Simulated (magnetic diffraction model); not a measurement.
# Moment size from magnetic intensity in YbCrGe

Space group P6_3/mmc (no. 194), a = 4.1220 Å, c = 16.0560 Å.

| site | atom | x | y | z |
| --- | --- | --- | --- | --- |
| 2a | Yb | 0 | 0 | 1/2 |
| 2b | Yb | 0 | 0 | 3/4 |
| 4f | Ge | 2/3 | 1/3 | 0.1057 |
| 4f | Cr | 2/3 | 1/3 | 0.8418 |

This is a made-up structure (elements placed in a structure type, unrelaxed), so the numbers test the method and describe no known phase.

Only Yb is taken to order (form factors of Yb3+); orders and moment sizes are assumed, and not adapted to the symmetry. Radiation: neutrons of λ = 1.8 Å, 8° to 60°; isotropic B of 0.28 Å² (Yb), 0.35 Å² (Ge) and 0.4 Å² (Cr). Simulated constant-wavelength pattern: nuclear and magnetic terms add, the magnetic one as |2.695 fm × Σ f S⊥ exp(2πi Q·r) exp(−B s²)|², summed over all Q at one angle with the factor 1/(sin²θ cos θ). For collinear order S is the moment m, which repeats by lattice and centring translations R with the sign exp(−2πi k·R). Free-ion form factors, Sears's scattering lengths of 1992, no absorption; a label names one of the reflections at its angle. The strongest nuclear line in the range is 100, and lines under 0.2 are left out.

In a first state the assumed order is k = (0 0 1/2), collinear moments along [120], 3.8 μB on Yb; signs + at (0, 0, 1/2), + at (0, 0, 0), + at (0, 0, 3/4), + at (0, 0, 1/4), with this pattern:

| 2θ (°) | index | nuclear | magnetic |
| --- | --- | --- | --- |
| 9.65 | (0 0 3/2) | 0.0 | 6.6 |
| 16.11 | (0 0 5/2) | 0.0 | 2.3 |
| 22.63 | (0 0 7/2) | 0.0 | 6.7 |
| 25.91 | (0 0 4) | 0.9 | 0.0 |
| 29.21 | (1 0 0) | 12.6 | 0.0 |
| 29.22 | (0 0 9/2) | 0.0 | 3.9 |
| 29.39 | (1 0 1/2) | 0.0 | 11.6 |
| 29.93 | (1 0 1) | 1.7 | 0.0 |
| 30.82 | (1 0 3/2) | 0.0 | 1.9 |
| 33.53 | (1 0 5/2) | 0.0 | 1.8 |
| 35.28 | (1 0 3) | 14.6 | 0.0 |
| 35.91 | (0 0 11/2) | 0.0 | 0.4 |
| 37.26 | (1 0 7/2) | 0.0 | 9.4 |
| 39.31 | (0 0 6) | 0.2 | 0.0 |
| 39.44 | (1 0 4) | 100.0 | 0.0 |
| 41.79 | (1 0 9/2) | 0.0 | 7.9 |
(The table stops after 16 lines; 16 more lie at higher angle.)

**Question.** Nearer the ordering temperature the line at 29.39° has total intensity 1.0 on the same scale, and all moments have shrunk alike. How large is the Yb moment?

The nuclear part, 0.0, stays, so the magnetic part is 1.0 against 11.6. It goes as m², so m = 3.8 × √(1.0/11.6) = 1.12 μB; the value used was 1.14 μB.
